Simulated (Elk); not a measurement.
An input for Elk 11.2.3 (patched build) (NaI (Fm-3m)):

```
tasks
  320

xctype
  20

rgkmax
  8.5

gmaxvr
  18.0

lmaxapw
  10

lmaxo
  8

nxlo
  2

lorbcnd
  .true.

autolinengy
  .true.

tshift
  .false.

ngridk
  6 6 6

vkloff
  0.05 0.15 0.25

nempty
  10

swidth
  0.00551

scissor
  0.06934

gmaxrf
  1.5

wplot
  290 100 0
  0.0 0.5338

optcomp
  1 1
  2 2
  3 3

fxctype
  1

sppath
  './'

avec
  0.0000000000 6.1159096297 6.1159096297
  6.1159096297 -0.0000000000 6.1159096297
  6.1159096297 6.1159096297 -0.0000000000

atoms
  2
  'Na.in'
  1
  0.0000000000 0.0000000000 0.0000000000
  'I.in'
  1
  0.5000000000 0.5000000000 0.5000000000
```

```sh
OMP_NUM_THREADS=4 elk > log
```

Q: How long will it take on 4 threads of Arm Neoverse V1, shared host, and how much memory?

It took 22 s; on shared hardware allow 11 s to 44 s. Peak host memory was 0.17 GiB.

[Paths, hosts, dates, memory and timing lines, banners, echoed tables and standing remarks are left out of the program output.]

[Logs are printed without paths, hosts, clocks, repeated set-up lines and the standing remarks that a program may print on its own settings, such as how far it seeks lower states.]

[Runs of the session that timed out or met a known fault of the program may be left out.]

[Hosts, paths, dates, database ids (printed as entryN), source tags and the programs' standing remarks are cut or masked in the printed files.]
